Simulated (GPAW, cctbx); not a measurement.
## Bonding in TlRu as X-rays see it

Question: by how much does bonding change the X-ray structure factors of TlRu, how firmly does DFT give the change, and what does a routine refinement make of it?

The cell comes from substitution in a known structure type and wasn't matched to any measured phase. All numbers below are calculated.

## Step 1: Find the equilibrium geometry

The density hangs on the geometry, so cell and atoms are relaxed first, with the symmetry held. The cutoff is set higher than for the density because stress converges slowly with plane waves.

Settings: GPAW 26.7.0, PBE, 570 eV, 7×7×4 k-points (along the axes of the calculation cell), Fermi–Dirac width 0.1 eV, BFGS to 0.03 eV/Å.

```text
cell
1.0
     3.028000000    0.000000000    0.000000000
    -1.514000000    2.622324923    0.000000000
     0.000000000    0.000000000    4.561000000
Tl Ru
1 1
Direct
0.666666667 0.333333333 0.000000000
0.000000000 0.000000000 0.500000000
```

```console
$ OMP_NUM_THREADS=1 mpirun -n 4 gpaw python run.py > gpaw.log
```

```text
BFGS:    0      -10.614554        0.771756
BFGS:    1      -10.632710        0.691581
BFGS:    2      -10.687249        0.144916
BFGS:    3      -10.688149        0.051812
BFGS:    4      -10.688179        0.022374
cell  3.1299 3.1299 4.3552  90.00 90.00 120.00
volume 36.949 A^3, largest force 0.000 eV/A, largest stress 0.19 GPa
```

After 4 steps the volume has changed by +2.0 % and the energy by -0.074 eV; the largest stress left is 0.19 GPa. It took 20 s on 4 cores of Arm Neoverse V1 (shared host), peak memory 0.77 GiB.

Relaxed structure: P-6m2 (no. 187), a = 3.1299 Å, b = 3.1299 Å, c = 4.3552 Å, α = 90.00°, β = 90.00°, γ = 120.00°.

| atom | mult. | x | y | z |
| --- | --- | --- | --- | --- |
| Tl1 | 1 | 2/3 | 1/3 | 0 |
| Ru1 | 1 | 0 | 0 | 1/2 |

## Step 2: Density and charge transfer

X-rays see the whole electron density, so the PAW density is rebuilt with its core regions. Subtracting spherical free atoms from the same code cancels the cores and leaves the deformation density Δρ, the part due to bonding.

Settings: PBE, 450 eV, 9×9×5 k-points (along the axes of the calculation cell), Fermi–Dirac width 0.1 eV; primitive cell of 2 atoms.

```console
$ OMP_NUM_THREADS=1 mpirun -n 4 gpaw python run.py > gpaw.log
```

```text
|iter:   1|       0s |  -11.045441 | +0.02 |       |
|iter:   2|       1s |  -10.941443 | -2.22 | -1.25 |
|iter:   3|       1s |  -10.544884 | -1.74 | -1.29 |
...
|iter:   8|       3s |  -10.529809c| -6.44 | -3.99 |
|iter:   9|       3s |  -10.529810c| -7.12 | -4.45c|
|iter:  10|       3s |  -10.529809c| -7.91c| -5.21c|
```

```text
grid (32, 32, 48)  electrons 125.000  moved by bonding 0.490 e
deformation density beyond 0.5 A of the nuclei: max 0.047, min -0.260 e/A^3
atom        x       y       z   Voronoi charge  moment
Tl1    0.6667  0.3333  0.0000      0.106       0.00
Ru2    0.0000  0.0000  0.5000     -0.106       0.00
mean inner potential of superposed free atoms 28.474 V
total magnetic moment 0.000 muB
```

Deformation density in a plane through the shortest contact of the Tl atom at the origin, in 0.01 e/Å³ (clipped at ±99); x from -1.6 to 4.4 Å, y from 2.4 down to -2.4 Å:

```text
  2  -6 -21   . -10   0   3   2   0  -1  -1   0   1   2   3   3
  2  -5  -5   4  -1   1   2   1   0   0   0   1   1   2   3   4
  3   2   2   4   4   3   2   1   1   2   2   1   2   3   3   3
  3   3   3   3   2   1   1   1   2   3   2   1   1   2   3   3
  3   3   0  -6  -6  -5  -2   1   2   0   0   1  -6  -2   2   2
  3   2  -7  -1   .   0  -5   2   3  -2 -14   . -22  -4   1   1
  2   0  -7   .   .   .  -6   3   4   4   .   .   .   3   2   2
  1  -1  -5  -2   .  -1  -6   3   3  -3 -21   . -15  -2   2   2
  0  -1  -3  -5  -6  -6   0   3   3  -2  -7   2   1   0   2   2
 -1  -1  -1  -2  -1   2   3   3   3   2   2   4   4   3   2   1
 -1  -1  -1   0   1   3   3   3   3   3   4   3   2   1   0   1
  0  -1   0   1   2   3   3   3   3   4   1  -5  -6  -5  -4   1
  1   1   1   1   2   3   3   3   3   3  -4  -5   .   1  -5   0
```

Atoms in or within 0.15 Å of the plane: Tl (0.0, 0.0), Ru (2.8, 0.0) Å. Dots mark points within about 0.45 Å of a nucleus; large values next to them are atomic features.

Ru gains most (-0.11 e) and Tl loses most (+0.11 e), as electronegativity suggests. Along the shortest contact from the Tl atom at the map's origin, Tl–Ru at 2.83 Å, Δρ is +0.04 e/Å³ at the midpoint: little piles up between the atoms, as is usual in a metallic crystal, which this run finds. At the midpoints of other shortest contacts it is 0.00 (Tl–Tl, 3.13 Å) and +0.04 (Ru–Ru, 3.13 Å) e/Å³. Point values carry grid noise of about 0.01 e/Å³. The run needed 10 iterations, 7.1 s.

## Step 3: From the density to structure factors

The Fourier components of Δρ, added to those of the free atoms, give the static X-ray structure factors; the Mott–Bethe relation turns them into the Fourier components V of the potential that fast electrons feel.

```text
static structure factors of the conventional cell: F in electrons, V (Mott-Bethe) in volts
   h  k  l      d  |F| table  |F| free   |F| DFT   change   |V| free  |V| DFT  change %
   0  0  1  4.3552    35.714    35.701    35.581   -0.120     3.055    3.339      9.3
   1  0  0  2.7106    60.719    60.697    60.646   -0.051     8.945    9.000      0.6
   1  0  1  2.3013    89.506    89.443    89.262   -0.181    13.440   13.564      0.9
   0  0  2  2.1776    99.875    99.804    99.404   -0.400    14.821   15.057      1.6
   1  0  2  1.6976    53.155    53.125    53.126    0.001     6.256    6.265      0.1
   1  1  0  1.5649    88.512    88.489    88.511    0.021    11.092   11.086     -0.1
   1  1  1  1.4728    30.008    29.952    29.951   -0.001     1.896    1.897      0.0
   0  0  3  1.4517    29.872    29.814    30.030    0.216     1.879    1.822     -3.0
   2  0  0  1.3553    48.596    48.566    48.568    0.002     5.031    5.029     -0.0
   2  0  1  1.2941    71.765    71.763    71.835    0.071     7.928    7.913     -0.2
   1  0  3  1.2797    71.381    71.380    71.405    0.025     7.831    7.827     -0.1
   1  1  2  1.2708    80.478    80.486    80.572    0.086     8.918    8.901     -0.2
   2  0  2  1.1506    45.013    44.988    45.033    0.044     4.211    4.202     -0.2
   0  0  4  1.0888    74.335    74.359    74.294   -0.065     7.447    7.457      0.1
```

The largest X-ray change is -0.40 e on 002, 0.4 % of |F|. For electrons V goes as (Z − F)/g², so a change of F counts against Z − F, which is small at low angle and wherever the atoms' terms cancel: |V| of 001 moves by +9.3 % (3.06 to 3.34 V) against -0.3 % in |F|. The tabulated Hartree–Fock atoms differ from the free DFT atoms by up to 0.07 e, so the choice of reference atom matters too.

## Step 4: The functional ladder

The same geometry is run with other functionals, to see whether the bonding signal is larger than the spread between approximations. Free atoms are LDA for LDA and PBE otherwise. Any other changed setting is in the row's label.

```csv
run,ΔF 002 (e),ΔF 003 (e),ΔF 101 (e),q(Ru) (e),moved (e),time
PBE,-0.400,+0.216,-0.181,-0.106,0.490,7.1 s
LDA,-0.398,+0.205,-0.181,-0.099,0.471,6.7 s
RPBE,-0.391,+0.221,-0.173,-0.110,0.493,7 s
```

At the base's settings ΔF(002) spans -0.400 to -0.391 e, a spread of 2 % of the PBE value; over the three listed reflections the spread is at most 7 %, so sign and size hold across the functionals. Times are from shared hosts.

## Step 5: What a spherical-atom refinement makes of it

Routine crystallography fits spherical atoms. To see the bias, intensities are simulated from tabulated atoms plus the DFT change ΔF, so that bonding alone can misfit (1240 reflections of the full sphere, merged to the counts below, to 0.5 Å, 1 % proportional noise plus counting noise, assumed isotropic U as listed, Δρ smeared by the mean U) and refined with cctbx over different ranges.

```
                    range  data      R1  GooF  U Tl1 (true 0.0045)  U Ru1 (true 0.0058)  largest shift (Å)  Δρ max, min (e/Å³)
                 all data   155  0.0025  0.93               0.0045               0.0058             0.0000         0.27, -0.41
 low resolution, d > 0.84    40  0.0027  0.94               0.0045               0.0057             0.0000         0.11, -0.19
     high order, d < 0.75   102  0.0025  0.96               0.0045               0.0058             0.0000         0.26, -0.26
occupancies free, d > 0.7    65  0.0023  0.92               0.0045               0.0057             0.0000         0.18, -0.26
```

With all data GooF is 0.93, so at this noise the bonding hardly shows; the top residual peak, near noise level, lies 0.38 Å from Tl and 2.55 Å from Ru. No U is off by more than 3 s.u. at low resolution. Symmetry fixes every coordinate, so the shifts are zero by construction. With Tl1 held at 1 and the scale free, the other occupancies refine to Ru1 0.997(0.002), within three s.u. of full.

## Step 6: Answer

Bonding moves 0.49 e in the primitive cell of TlRu and changes the structure factors of the conventional cell in the table above by at most 0.40 e (002, 0.4 %), and among reflections above 2 % of the strongest by up to 0.7 % (003). The shortest bond, Tl–Ru, has Δρ = +0.04 e/Å³ at its midpoint, with no localised bond charge. At the base's settings ΔF(002) spans -0.400 to -0.391 e, a spread of 2 % of the PBE value; over the three listed reflections the spread is at most 7 %, so sign and size hold across the functionals. With all data GooF is 0.93, so at this noise the bonding hardly shows. Limits: static density, frozen cores, no spin–orbit coupling.

[Outputs are excerpts: Python notices, other lines and further rows are left out; steps that failed or that the build refused (PBEsol, TPSS) are not shown.]

[Logs are printed without paths, hosts, clocks, repeated set-up lines and the standing remarks that a program may print on its own settings, such as how far it seeks lower states.]
